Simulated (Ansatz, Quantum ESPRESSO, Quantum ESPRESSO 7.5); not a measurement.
# Evanescent states of KF, rock salt type, lattice constant set to 5.152 Å

Wanted: the complex band structure of KF, rock salt type, lattice constant set to 5.152 Å, as for a tunnel barrier.

Main program and level: Quantum ESPRESSO 7.5; plane-wave DFT, LDA, PseudoDojo norm-conserving pseudopotentials (cross-check by Ansatz 0.2.0 with PAW datasets).

The structure was built from a prototype and need not be the compound's stable phase.

### 1. The structure

The structure is cubic, space group Fm-3m (No. 225). The conventional cell has a = 5.152 Å, b = 5.152 Å, c = 5.152 Å, α = 90.00°, β = 90.00°, γ = 90.00°. Nearest to K lie 6 F at 2.58 Å. F has 6 K at 2.58 Å nearest. Farther neighbours and most contacts between anions are not listed.

### 2. Ground state

pwcond needs a cell whose third axis lies along the current and stands perpendicular to the other two.

Contents of scf.in:

```
&control
  prefix = 'scf'
  outdir = './out'
  pseudo_dir = './pseudo'
  calculation = 'scf'
  tprnfor = .true.
/
&system
  ibrav = 0
  nat = 4
  ntyp = 2
  ecutwfc = 72
  ecutrho = 288
  occupations = 'fixed'
  nbnd = 20
/
&electrons
  conv_thr = 1e-09
  mixing_beta = 0.6
  electron_maxstep = 120
/
ATOMIC_SPECIES
  K   39.0983  K.dojo-sr-lda-0.4.1-standard.upf
  F   18.9984  F.dojo-sr-lda-0.4.1-standard.upf
CELL_PARAMETERS angstrom
  3.64301413667309 0.00000000000000 0.00000000000000
  0.00000000000000 3.64301413667309 0.00000000000000
  0.00000000000000 0.00000000000000 5.15200000000000
ATOMIC_POSITIONS crystal
  K   0.000000000000 0.000000000000 0.000000000000
  F   0.500000000000 0.500000000000 0.000000000000
  K   0.500000000000 0.500000000000 0.500000000000
  F   0.000000000000 0.000000000000 0.500000000000
K_POINTS automatic
  6 6 6 0 0 0
```

Launch:

```
OMP_NUM_THREADS=1 mpirun -n 2 pw.x -nk 2 -in scf.in > scf.out
```

Output:

```text
Program PWSCF v.7.5 starts
[citation notice left out]

     Parallel version (MPI & OpenMP), running on       2 processor cores
     Number of MPI processes:                 2
     Threads/MPI process:                     1

     MPI processes distributed on     1 nodes
[...]
Current dimensions of program PWSCF are:
     Max number of different atomic species (ntypx) = 10
     Max number of k-points (npk) =  40000
     Max angular momentum in pseudopotentials (lmaxx) =  4
     Found identity + ( -0.5000 -0.5000 -0.5000) symmetry
     This is a supercell, fractional translations are disabled
     Message from routine setup:
     using ibrav=0 with symmetry is DISCOURAGED, use correct ibrav instead

     K-points division:     npool     =       2
     Subspace diagonalization in iterative solution of the eigenvalue problem:
     a serial algorithm will be used

     G-vector sticks info
     --------------------
     sticks:   dense  smooth     PW     G-vecs:    dense   smooth      PW
     Sum        1085    1085    325                38097    38097    6097

     Using Slab Decomposition

     bravais-lattice index     =            0
     lattice parameter (alat)  =       6.8843  a.u.
     unit-cell volume          =     461.4176 (a.u.)^3
     number of atoms/cell      =            4
     number of atomic types    =            2
     number of electrons       =        32.00
     number of Kohn-Sham states=           20
     kinetic-energy cutoff     =      72.0000  Ry
     charge density cutoff     =     288.0000  Ry
     scf convergence threshold =      1.0E-09
     mixing beta               =       0.6000
     number of iterations used =            8  plain     mixing
     Exchange-correlation= SLA  PW   NOGX NOGC
                           (   1   4   0   0   0   0   0)

     celldm(1)=   6.884299  celldm(2)=   0.000000  celldm(3)=   0.000000
     celldm(4)=   0.000000  celldm(5)=   0.000000  celldm(6)=   0.000000

     crystal axes: (cart. coord. in units of alat)
               a(1) = (   1.000000   0.000000   0.000000 )
               a(2) = (   0.000000   1.000000   0.000000 )
               a(3) = (   0.000000   0.000000   1.414214 )

     reciprocal axes: (cart. coord. in units 2 pi/alat)
               b(1) = (  1.000000  0.000000  0.000000 )
               b(2) = (  0.000000  1.000000  0.000000 )
               b(3) = (  0.000000  0.000000  0.707107 )

     PseudoPot. # 1 for K  read from file:
     ./pseudo/K.dojo-sr-lda-0.4.1-standard.upf
     Pseudo is Norm-conserving + core correction, Zval =  9.0
     Generated using ONCVPSP code by D. R. Hamann
     Using radial grid of 2170 points,  6 beta functions with:
                l(1) =   0
                l(2) =   0
                l(3) =   1
                l(4) =   1
                l(5) =   2
                l(6) =   2

     PseudoPot. # 2 for F  read from file:
     ./pseudo/F.dojo-sr-lda-0.4.1-standard.upf
     Pseudo is Norm-conserving + core correction, Zval =  7.0
     Generated using ONCVPSP code by D. R. Hamann
     Using radial grid of  824 points,  5 beta functions with:
                l(1) =   0
                l(2) =   0
                l(3) =   1
                l(4) =   1
                l(5) =   2

     atomic species   valence    mass     pseudopotential
     K                 9.00    39.09830     K ( 1.00)
     F                 7.00    18.99840     F ( 1.00)

     16 Sym. Ops., with inversion, found

   Cartesian axes

     site n.     atom                  positions (alat units)
         1        K      tau(   1) = (   0.0000000   0.0000000   0.0000000  )
         2        F      tau(   2) = (   0.5000000   0.5000000   0.0000000  )
         3        K      tau(   3) = (   0.5000000   0.5000000   0.7071068  )
         4        F      tau(   4) = (   0.0000000   0.0000000   0.7071068  )

     number of k points=    40
                       cart. coord. in units 2pi/alat
        k(    1) = (   0.0000000   0.0000000   0.0000000), wk =   0.0092593
        k(    2) = (   0.0000000   0.0000000   0.1178511), wk =   0.0185185
        k(    3) = (   0.0000000   0.0000000   0.2357023), wk =   0.0185185
        k(    4) = (   0.0000000   0.0000000  -0.3535534), wk =   0.0092593
        k(    5) = (   0.0000000   0.1666667   0.0000000), wk =   0.0370370
        k(    6) = (   0.0000000   0.1666667   0.1178511), wk =   0.0740741
        k(    7) = (   0.0000000   0.1666667   0.2357023), wk =   0.0740741
        k(    8) = (   0.0000000   0.1666667  -0.3535534), wk =   0.0370370
        k(    9) = (   0.0000000   0.3333333   0.0000000), wk =   0.0370370
        k(   10) = (   0.0000000   0.3333333   0.1178511), wk =   0.0740741
[...]
k(   40) = (  -0.5000000  -0.5000000  -0.3535534), wk =   0.0092593

     Dense  grid:    38097 G-vectors     FFT dimensions: (  40,  40,  54)

     Estimated max dynamical RAM per process >      66.57 MB

     Estimated total dynamical RAM >     123.84 MB

     Initial potential from superposition of free atoms

     starting charge      31.9678, renormalised to      32.0000
     Starting wfcs are   18 randomized atomic wfcs +    2 random wfcs

     total cpu time spent up to now is        1.9 secs

     per-process dynamical memory:    57.2 Mb

     Self-consistent Calculation

     iteration #  1     ecut=    72.00 Ry     beta= 0.60
     Davidson diagonalization with overlap
     ethr =  1.00E-02,  avg # of iterations =  6.0

     total cpu time spent up to now is        3.9 secs

     total energy              =    -218.25657197 Ry
     estimated scf accuracy    <       0.49830774 Ry

     iteration #  2     ecut=    72.00 Ry     beta= 0.60
[...]
total energy              =    -218.40277737 Ry
     estimated scf accuracy    <       0.30080889 Ry

     iteration #  3     ecut=    72.00 Ry     beta= 0.60
[...]
total energy              =    -218.46345042 Ry
     estimated scf accuracy    <       0.00412733 Ry

     iteration #  4     ecut=    72.00 Ry     beta= 0.60
[...]
c_bands:  1 eigenvalues not converged
[...]
total energy              =    -218.46427078 Ry
     estimated scf accuracy    <       0.00021953 Ry

     iteration #  5     ecut=    72.00 Ry     beta= 0.60
[...]
total energy              =    -218.46433452 Ry
     estimated scf accuracy    <       0.00000319 Ry

     iteration #  6     ecut=    72.00 Ry     beta= 0.60
[...]
total energy              =    -218.46433630 Ry
     estimated scf accuracy    <       0.00000086 Ry

     iteration #  7     ecut=    72.00 Ry     beta= 0.60
[...]
total energy              =    -218.46433629 Ry
     estimated scf accuracy    <       0.00000025 Ry

     iteration #  8     ecut=    72.00 Ry     beta= 0.60
[...]
total energy              =    -218.46433631 Ry
     estimated scf accuracy    <       0.00000002 Ry

     iteration #  9     ecut=    72.00 Ry     beta= 0.60
[...]
End of self-consistent calculation

          k = 0.0000 0.0000 0.0000 (  4767 PWs)   bands (ev):

   -23.4779 -23.2710 -16.3847 -16.3244  -7.6549  -7.1242  -7.1242  -6.8041
    -6.8041  -6.8041   1.7863   1.8924   1.8924   1.9107   1.9107   1.9107
     8.3285   9.9065  12.6899  12.7394

          k = 0.0000 0.0000 0.1179 (  4758 PWs)   bands (ev):

   -23.4631 -23.2837 -16.3922 -16.3393  -7.5508  -7.1029  -7.1029  -6.8256
    -6.8256  -6.8061   1.6718   1.7463   1.8869   1.8869   1.9025   1.9025
     8.6150  10.0325  12.2396  12.4196

          k = 0.0000 0.0000 0.2357 (  4770 PWs)   bands (ev):

   -23.4231 -23.3194 -16.4036 -16.3722  -7.2945  -7.0446  -7.0446  -6.8844
    -6.8844  -6.8548   1.4376   1.4446   1.8768   1.8768   1.8853   1.8853
     9.3343  10.4029  11.2955  11.7191

          k = 0.0000 0.0000-0.3536 (  4826 PWs)   bands (ev):

   -23.3701 -23.3701 -16.3989 -16.3989  -7.0218  -7.0218  -6.9646  -6.9646
    -6.9646  -6.9646   1.3115   1.3115   1.8740   1.8740   1.8740   1.8740
    10.2722  10.2722  10.9889  10.9889

          k = 0.0000 0.1667 0.0000 (  4745 PWs)   bands (ev):

   -23.4490 -23.2689 -16.4068 -16.3540  -7.5876  -7.1326  -7.0766  -6.8501
    -6.8483  -6.7968   1.6841   1.7066   1.7821   1.7880   1.7970   1.8932
     8.8900  10.3574  12.3487  13.1105

          k = 0.0000 0.1667 0.1179 (  4765 PWs)   bands (ev):

   -23.4358 -23.2797 -16.4149 -16.3685  -7.4922  -7.1104  -7.0577  -6.8952
    -6.8154  -6.8154   1.6225   1.6287   1.7352   1.7818   1.7886   1.7886
     9.1526  10.4688  12.3036  12.4880

[...]
highest occupied, lowest unoccupied level (ev):     1.9107    8.3285

!    total energy              =    -218.46433632 Ry
     estimated scf accuracy    <          2.1E-10 Ry

     The total energy is the sum of the following terms:
     one-electron contribution =     -73.99536296 Ry
     hartree contribution      =      52.94104925 Ry
     xc contribution           =     -46.76329276 Ry
     ewald contribution        =    -150.64672986 Ry

     convergence has been achieved in   9 iterations

     Forces acting on atoms (cartesian axes, Ry/au):

     atom    1 type  1   force =     0.00000000    0.00000000    0.00000000
     atom    2 type  2   force =     0.00000000    0.00000000    0.00000000
     atom    3 type  1   force =     0.00000000    0.00000000    0.00000000
     atom    4 type  2   force =     0.00000000    0.00000000    0.00000000

     Total force =     0.000000     Total SCF correction =     0.000000

[...]
=------------------------------------------------------------------------------=
   JOB DONE.
=------------------------------------------------------------------------------=
```

Run time: 18 s. Hardware: 2 MPI ranks of AMD EPYC 9R45, shared host; peak memory 0.22 GiB.

This step gave:

```
free energy                          : -2972.3587 eV
valence top, on the run's zero       : 1.911 eV
conduction bottom, on the run's zero : 8.329 eV
gap by band count                    : 6.418 eV
```

The run needed 9 iterations to bring the estimated error under 1e-09 Ry.

(Continued in part 2 of 3.)

[Logs are printed without paths, hosts, clocks, repeated set-up lines and the standing remarks that a program may print on its own settings, such as how far it seeks lower states.]

[Hosts, paths, dates, database ids (printed as entryN), source tags and the programs' standing remarks are cut or masked in the printed files.]

[Maps of the electrostatic potential energy from Ansatz leave out the sawtooth potential of an applied field or a dipole correction, so their vacuum need not be flat; planar profiles and work functions include it.]
